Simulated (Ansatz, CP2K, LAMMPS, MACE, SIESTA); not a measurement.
# Codes compared on glassy B2O3 (500 atoms)

How near do other programs and methods come to a plane-wave reference for glassy B2O3 (500 atoms)? A plane-wave run serves as the reference.

Main program and level: Ansatz 0.2.0; Kohn-Sham DFT, PBE, PAW, plane waves.

**1. Set-up**

The cell holds 500 atoms: 200 B and 300 O. Its edges and angles: a = 18.102 Å, b = 18.102 Å, c = 18.102 Å, α = 90.0°, β = 90.0°, γ = 90.0°. 500 atoms (200 B, 300 O) placed at random at 1.93 g/cm³, melted at 3000 K for 20 ps at fixed volume with the Buckingham and Coulomb pair potential of Guillot and Sator (Geochim. Cosmochim. Acta 71, 1249 (2007)) with the boron terms of Wang et al. (J. Non-Cryst. Solids 498, 294 (2018)). Quenched from 3000 K to 300 K at 100 K/ps and fixed volume, held 10 ps at zero pressure.

**2. Plane-wave reference**

The PAW files are the set soft_2.

Contents of input.yaml:

```yaml
crystal:
  lattice:
    - [18.10191, 0.0, 0.0]
    - [0.0, 18.10191, 0.0]
    - [0.0, 0.0, 18.10191]
  atoms:
    - { symbol: B, position: [0.44154, 0.02526, 0.96698] }
    - { symbol: B, position: [0.83366, 0.16599, 0.06804] }
    - { symbol: B, position: [0.30515, 0.7745, 0.10524] }
    - { symbol: B, position: [0.60653, 0.22719, 0.9188] }
    [... 490 atom lines left out ...]
    - { symbol: O, position: [0.65666, 0.01816, 0.67318] }
    - { symbol: O, position: [0.39425, 0.66055, 0.54373] }
    - { symbol: O, position: [0.99597, 0.47055, 0.23345] }
    - { symbol: O, position: [0.02216, 0.18507, 0.18556] }
    - { symbol: O, position: [0.17376, 0.33981, 0.34826] }
    - { symbol: O, position: [0.82699, 0.25307, 0.88324] }
kpoints:
  mp_grid: { grid: [1, 1, 1] }
hamiltonian:
  xc: pbe
scf:
  occupations: { method: fermi_dirac, width: 0.05 }
output:
  forces: true
  eigenvalues: true
```

On the command line:

```console
> ansatz run input.yaml --threads 16 --pin off --max-ram 31232MiB --backend cpu --events-out ev --progress --plain --runs-dir out
```

The program printed:

```text
[...]
Pseudopotentials: kind: paw
Pseudopotential: B, paw, valence charge 3, recommended cutoff 420 eV (normal), B.paw.azcp
Pseudopotential: O, paw, valence charge 6, recommended cutoff 420 eV (normal), O.paw.azcp
[... 5 lines on functional and potentials left out ...]
Crystal: 500 atoms, lattice volume = 5931.618 Å³
Basis set: ecut = 420 eV, 115937 PW (Γ), exchange–correlation on 250×250×250 points (8 copies of the dense FFT grid, shifted against one another)
Bands: 1700, of which v1, the nominal top of the filled ones, is band 1200 counted from 1 (1199 counted from 0)
Symmetry: 1 space group operations
Space group: P1 (ITA 1), of the structure as read, at distance tolerance 1.8e-4 Å
k-points: 1
[... 5 lines on functional and potentials left out ...]
Initial density: superposition of atomic densities (neutral atoms: chi_scale 0, normalization atom), corrected by the library's trained network
Initial wavefunctions: pseudopotential atomic-orbital guess
[...]
SCF iter   1: F=—  HF=-201771.956631 eV  |F-HF|=—  |Δ(HF+E_count)|=         —  Δρ=4.56e-3  dr2=1.58e0  ethr=1.77e-3  ⟨swp⟩=6.0  Hψ=7389  notcnv=0  defer=300
preconditioner: auto → Resta (q_TF=auto, 2.346 Å⁻¹)  ε∞=3.0  [insulator: Δε(μ)=3.313 eV  Ē_g=16.544 eV  σ=0.050 eV  W_gap=1.00  n_scr=1308 (ndim 8)  ℏωp=23.6 eV  f_vac=0.194  D(μ)=0.00/eV (n_scr^D=0)  ε∞_Penn≈3.0]
SCF iter   2: F=—  HF=-201771.743098 eV  |F-HF|=—  |Δ(HF+E_count)|=   2.14e-1  Δρ=2.17e-3  dr2=3.27e-1  ethr=6.57e-5  ⟨swp⟩=3.0  Hψ=2866  notcnv=0  defer=492
SCF iter   3: F=—  HF=-201771.716900 eV  |F-HF|=—  |Δ(HF+E_count)|=   2.62e-2  Δρ=8.99e-4  dr2=7.92e-2  ethr=1.36e-5  ⟨swp⟩=2.0  Hψ=2510  notcnv=0  defer=183
automatic band count: iteration 3 solves 1391 bands in place of 1700: the levels show a gap, and the empty bands left out lie too high to hold charge; the band table lists the bands solved (type scf.n_extra_bands for more)
SCF iter   4: F=—  HF=-201771.701563 eV  |F-HF|=—  |Δ(HF+E_count)|=   1.53e-2  Δρ=2.93e-4  dr2=5.80e-3  ethr=3.30e-6  ⟨swp⟩=3.0  Hψ=2122  notcnv=0  defer=183
SCF iter   5: F=—  HF=-201771.701285 eV  |F-HF|=—  |Δ(HF+E_count)|=   2.78e-4  Δρ=1.84e-4  dr2=1.60e-3  ethr=2.42e-7  ⟨swp⟩=3.0  Hψ=2525  notcnv=0  defer=182
[...]
SCF iter  10: F=—  HF=-201771.692063 eV  |F-HF|=—  |Δ(HF+E_count)|=   5.06e-9  Δρ=1.51e-6  dr2=1.10e-7  ethr=4.17e-12  ⟨swp⟩=13.0  Hψ=6357  notcnv=0
SCF iter  11: F=-201771.692063 eV  HF=-201771.692063 eV  |F-HF|=2.01e-9  |Δ(HF+E_count)|=   3.16e-8  Δρ=3.24e-7  dr2=6.65e-9  ethr=4.17e-12  ⟨swp⟩=4.0  Hψ=4399  notcnv=0
SCF 1 converged in 11 iterations: F = -201771.692063 eV  dr2 = 6.65e-9
[...]
SCF converged after 11 iterations
Free energy (F): -201771.692063 eV
Harris-Foulkes:  -201771.692063 eV  (|F-HF|=2.01e-9)
Internal energy: -201771.692063 eV  (E = F + TS)
E sigma→0 (E₀):  -201771.692063 eV
Fermi energy:    4.273072 eV
--- Per-component energies (eV) ---
[...]
Σ components = -201771.692063   (vs F -201771.692063, Δ=0.00e0)
--- Forces (eV/Å), atoms counted from 1 ---
  atom   1  B      2.20664879     1.38403787     2.88042979
  atom   2  B     -2.42049821    -0.43250584     1.14051524
  atom   3  B     -1.52491599     0.12809741     1.43020352
  atom   4  B      0.12587412     0.99688075     1.84430336
[...]
atom 500  O     -0.40642472     1.17809898    -0.16686457
  max |Σ_I F_I| component: 1.34e-5 eV/Å
--- Band table (eV) ---
  k-point 0: bands = ["-21.6528", "-19.6645", "-19.4395", "-19.3670", [... 1375 levels ...], "8.8193", "8.8345", "8.8516", "8.8650", "8.8915", "8.8991", "8.9051", "8.9232", "8.9356", "8.9551", "8.9653", "8.9760"]
```

Wall time 3 min (16 threads of Arm Neoverse V2, shared host); peak memory 18 GiB; 47 min of CPU time.

The column dr2 measures how far the density is from self-consistency, as an energy; F and HF (Harris–Foulkes) agree once it is small.

Read from the output:

- free energy: -201771.6921 eV
- free energy per atom: -403.5434 eV/atom
- SCF cycles: 11
- r.m.s. force component: 0.8949 eV/Å
- longest force: 3.884 eV/Å
- Fermi energy: 4.273 eV
- gap (highest filled to lowest empty level): 2.045 eV

Neighbours are counted within 1.82 Å (O-B).

Length of the force by element and coordination:

| element | coordination | atoms | mean length of the force (eV/Å) | spread | least | most |
| --- | --- | --- | --- | --- | --- | --- |
| B | all | 200 | 1.84 | 0.761 | 0.335 | 3.88 |
| B | 3 | 199 | 1.84 | 0.763 | 0.335 | 3.88 |
| B | 4 | 1 | 1.99 | 0 | 1.99 | 1.99 |
| O | all | 300 | 1.02 | 0.56 | 0.140 | 3.81 |
| O | 2 | 299 | 1.02 | 0.560 | 0.140 | 3.81 |
| O | 3 | 1 | 1.44 | 0 | 1.44 | 1.44 |

The levels nearest the highest filled one (over half full), pooled over k-points and spins:

| level less the highest filled one (eV) | occupation |
| --- | --- |
| -1.53 | 2 |
| -1.18 | 2 |
| -1.06 | 2 |
| -0.792 | 2 |
| -0.707 | 2 |
| 0 | 2 |
| 2.05 | 0 |
| 2.21 | 0 |
| 2.53 | 0 |
| 2.58 | 0 |
| 2.66 | 0 |
| 2.75 | 0 |

**3. Structure statistics**

Density 1.95 g/cm³, 11.86 Å³ an atom.

Pair distribution functions g(r), in bins of 0.1 Å:

| r (Å) | total | O-O | O-B | B-B |
| --- | --- | --- | --- | --- |
| 1.25 | 0.00 | 0.00 | 0.00 | 0.00 |
| 1.35 | 6.32 | 0.00 | 13.20 | 0.00 |
| 1.45 | 5.27 | 0.00 | 11.00 | 0.00 |
| 1.55 | 0.00 | 0.00 | 0.00 | 0.00 |
| 1.65 | 0.01 | 0.00 | 0.03 | 0.00 |
| 1.75 | 0.00 | 0.00 | 0.00 | 0.00 |
| 1.85 | 0.00 | 0.00 | 0.00 | 0.00 |
| 1.95 | 0.00 | 0.00 | 0.00 | 0.00 |
| 2.05 | 0.00 | 0.00 | 0.00 | 0.00 |
| 2.15 | 0.00 | 0.00 | 0.00 | 0.00 |
| 2.25 | 0.03 | 0.08 | 0.00 | 0.00 |
| 2.35 | 1.45 | 3.96 | 0.04 | 0.04 |
| 2.45 | 2.42 | 6.46 | 0.08 | 0.35 |
| 2.55 | 0.38 | 0.34 | 0.13 | 1.19 |
| 2.65 | 0.65 | 0.03 | 0.17 | 3.47 |
| 2.75 | 0.92 | 0.23 | 0.26 | 4.47 |
| 2.85 | 0.47 | 0.54 | 0.40 | 0.56 |
| 2.95 | 0.62 | 1.06 | 0.44 | 0.16 |
| 3.05 | 0.74 | 0.84 | 0.74 | 0.48 |
| 3.15 | 0.86 | 0.86 | 0.92 | 0.67 |
| 3.25 | 0.92 | 0.79 | 1.06 | 0.78 |
| 3.35 | 1.10 | 1.02 | 1.35 | 0.57 |
| 3.45 | 1.15 | 0.82 | 1.52 | 0.75 |
| 3.55 | 1.33 | 0.81 | 1.88 | 0.86 |
| 3.65 | 1.33 | 0.83 | 1.84 | 0.94 |
| 3.75 | 1.67 | 0.85 | 2.44 | 1.19 |
| 3.85 | 1.41 | 0.98 | 1.83 | 1.08 |
| 3.95 | 0.96 | 0.89 | 0.98 | 1.07 |
| 4.05 | 0.94 | 0.88 | 0.98 | 0.92 |
| 4.15 | 0.85 | 0.96 | 0.79 | 0.75 |
| 4.25 | 0.95 | 0.96 | 0.87 | 1.17 |
| 4.35 | 0.99 | 1.04 | 0.82 | 1.39 |
| 4.45 | 1.09 | 1.31 | 0.90 | 1.14 |
| 4.55 | 1.10 | 1.42 | 0.80 | 1.31 |
| 4.65 | 1.08 | 1.46 | 0.72 | 1.28 |
| 4.75 | 1.11 | 1.48 | 0.78 | 1.26 |
| 4.85 | 0.99 | 1.20 | 0.78 | 1.19 |
| 4.95 | 0.98 | 0.97 | 0.87 | 1.35 |
| 5.05 | 0.94 | 0.97 | 0.82 | 1.25 |
| 5.15 | 0.92 | 0.89 | 0.84 | 1.23 |
| 5.25 | 0.90 | 0.88 | 0.93 | 0.82 |
| 5.35 | 0.92 | 0.89 | 1.03 | 0.65 |
| 5.45 | 0.87 | 0.79 | 0.96 | 0.77 |
| 5.55 | 1.00 | 0.92 | 1.19 | 0.61 |

Bonds by pair of elements; cutoffs follow the first minimum of g(r), held within bounds set by covalent radii, and pairs that aren't listed don't count as bonded:

| pair A-B | cutoff (Å) | bonds | mean length (Å) | spread (Å) | shortest (Å) | B about A | A about B |
| --- | --- | --- | --- | --- | --- | --- | --- |
| O-B | 1.82 | 601 | 1.4 | 0.022 | 1.34 | 2.00 | 3.00 |

How many atoms have how many bonded neighbours:

| element | mean | 2 | 3 | 4 |
| --- | --- | --- | --- | --- |
| B | 3.00 | 0 | 199 | 1 |
| O | 2.00 | 299 | 1 | 0 |

Oxygen atoms by the number of network formers (Si, P, Ge, B, Al, As, Ga) bound to them:

| network formers bound to O | O atoms | per cent |
| --- | --- | --- |
| 0 | 0 | 0 |
| 1 | 0 | 0 |
| 2 | 299 | 99.7 |
| 3 | 1 | 0.3 |

Network units: each former by its oxygen neighbours and how many of them bridge to another former:

| former | O neighbours | bridging O | atoms |
| --- | --- | --- | --- |
| B | 3 | 3 | 199 |
| B | 4 | 4 | 1 |

Rings of the network by King's shortest-path rule, up to 12 atoms, one path for each pair of neighbours; H, halogens, alkali and alkaline-earth atoms are left out, and the last column divides by all other atoms, bonded or not:

| ring size (atoms) | rings | per network atom |
| --- | --- | --- |
| 8 | 1 | 0.002 |
| 10 | 5 | 0.01 |
| 12 | 9 | 0.018 |

**4. The other programs**

The programs:
- CP2K 2026.2: Gaussian basis with GTH pseudopotentials and a plane-wave density; labels give functional, basis (MOLOPT sets; SR short-range, UZH the newer set with its own potentials), grid cutoff/relative cutoff and solver (OT: orbital transformation; TRS4, TC2, SIGN: linear-scaling purification with its sparsity filter), or its built-in tight binding.
- MACE: machine-learned potential, published weights.
- SIESTA 5.4.2: numerical atomic orbitals, whose automatically made sets are far from complete, with PseudoDojo norm-conserving potentials that we converted to its format (checked against plane waves on the same files for H, C, O, Si, Ge and Ca alone); labels give functional, basis size, energy shift and mesh cutoff.

All use the same cell and atoms; the electronic-structure runs use the same k-mesh, and an electronic temperature of 580 K (0.05 eV) where levels are smeared.

Differences are against the plane-wave reference, forces as r.m.s. over components; share is that over the reference's r.m.s. force, slope the least-squares factor from reference forces to these. Total energies of different programs have different zeros and aren't compared.

| run | Δ force, r.m.s. (meV/Å) | share (%) | slope | Δ gap (eV) | cores | CPU time | memory (GiB) |
| --- | --- | --- | --- | --- | --- | --- | --- |
| reference | - | - | - | - | 16 | 47 min | 18 |
| CP2K PBE, SZV-MOLOPT-SR, 450/40 Ry, OT DIIS (coarse) | 596 | 66.6 | 0.963 | -0.958 | 4 | 23 min | 7.2 |
| CP2K PBE, SZV-MOLOPT-SR, 450/40 Ry, TRS4 filter 1e-06, SCF 1e-06 (coarse) | 600 | 67.0 | 0.965 | - | 4 | 12 min | 6.7 |
| MACE MP-0b2 small potential | 196 | 21.9 | 0.845 | - | 4 | 11 s | 1.2 |
| SIESTA PBE, SZ, shift 0.02 Ry, mesh 350 Ry (coarse) | 610 | 68.2 | 0.901 | -1.02 | 4 | 6.3 min | 2.9 |

Rows marked coarse were listed beforehand as settings not expected to be converged; some can still land near the reference.

Times of the machine-learned potentials are mostly Python's start and the loading of weights.

CPU time is summed over cores on a shared host, where runs went side by side, so it is rough. Symmetry, cutoffs, thresholds, outputs and thread counts weren't matched or tuned between programs; memory under MPI is the largest rank's times the ranks.

Runs without a result: SIESTA PBE, SZ, shift 0.02 Ry, mesh 350 Ry, order-N, radius 5.5 Å, eta -3.13 eV (cut off at its time limit of 38 min).

Within one program, basis, potentials and functional, energies share a zero. Each run against its twin at the usual cutoff or grid and solver:

| run | twin | Δ energy (meV/atom) | Δ force, r.m.s. (meV/Å) | CPU time over the twin's |
| --- | --- | --- | --- | --- |
| CP2K PBE, SZV-MOLOPT-SR, 450/40 Ry, TRS4 filter 1e-06, SCF 1e-06 | SZV-MOLOPT-SR, 450/40 Ry, OT DIIS | 0.0296 | 9.86 | 0.50 |

**5. What came out**

| Property | Result |
| --- | --- |
| reference r.m.s. force component | 0.895 eV/Å |
| nearest in forces | MACE MP-0b2 small potential, 22 % |
| farthest in forces | SIESTA PBE, SZ, shift 0.02 Ry, mesh 350 Ry (coarse), 68 % |
| cheapest electronic-structure run beside the reference | SIESTA PBE, SZ, shift 0.02 Ry, mesh 350 Ry, 6.3 min of CPU time |

What this shows: Machine-learned potentials differ by 22 % (MACE MP-0b2 small potential); they were trained on other programs' data. Among those trained on PBE data the slope goes as low as 0.85: softened forces are a known trait of such potentials far from the near-equilibrium structures that fill their training sets. Runs with settings chosen to be coarse differ by 67 % (CP2K PBE, SZV-MOLOPT-SR, 450/40 Ry, OT DIIS) to 68 % (SIESTA PBE, SZ, shift 0.02 Ry, mesh 350 Ry), their programs' other errors included. Of the electronic-structure runs that take under half the reference's CPU time, CP2K PBE, SZV-MOLOPT-SR, 450/40 Ry, TRS4 filter 1e-06, SCF 1e-06 is among the nearest, at 67 % in 12 min against 47 min, too far off to be of use. MACE MP-0b2 small potential softens the forces by a factor of 0.85 while following their directions (correlation 0.984). At the same functional, gaps differ from the reference's 2.05 eV by between -1.02 and -0.96 eV. In the reference: filled and empty levels are parted by 2.05 eV (at Γ alone); a semilocal functional tends to put such gaps too low. In a disordered cell it changes from sample to sample, and tail or defect levels can set it. In the reference: for some of the pairs, g(r) has its first main peak near 2.4 Å (O-O), 1.4 Å (O-B) and 2.7 Å (B-B). The quench rate of 100 K/ps is many orders above laboratory rates, so the cell is likely richer in defects and strain than a real sample. The network of bonds at the start is that of the classical potential that made the cell, and needn't be the one that DFT or experiment would give. The electronic-structure runs sample only Γ, in a cell whose shortest periodic width is 18 Å.

[Also dropped from logs without a mark: logging warnings of Python, and SIESTA's first energy breakdown and zero terms.]

[Logs are printed without paths, hosts, clocks, repeated set-up lines and the standing remarks that a program may print on its own settings, such as how far it seeks lower states.]

[Hosts, paths, dates, database ids (printed as entryN), source tags and the programs' standing remarks are cut or masked in the printed files.]
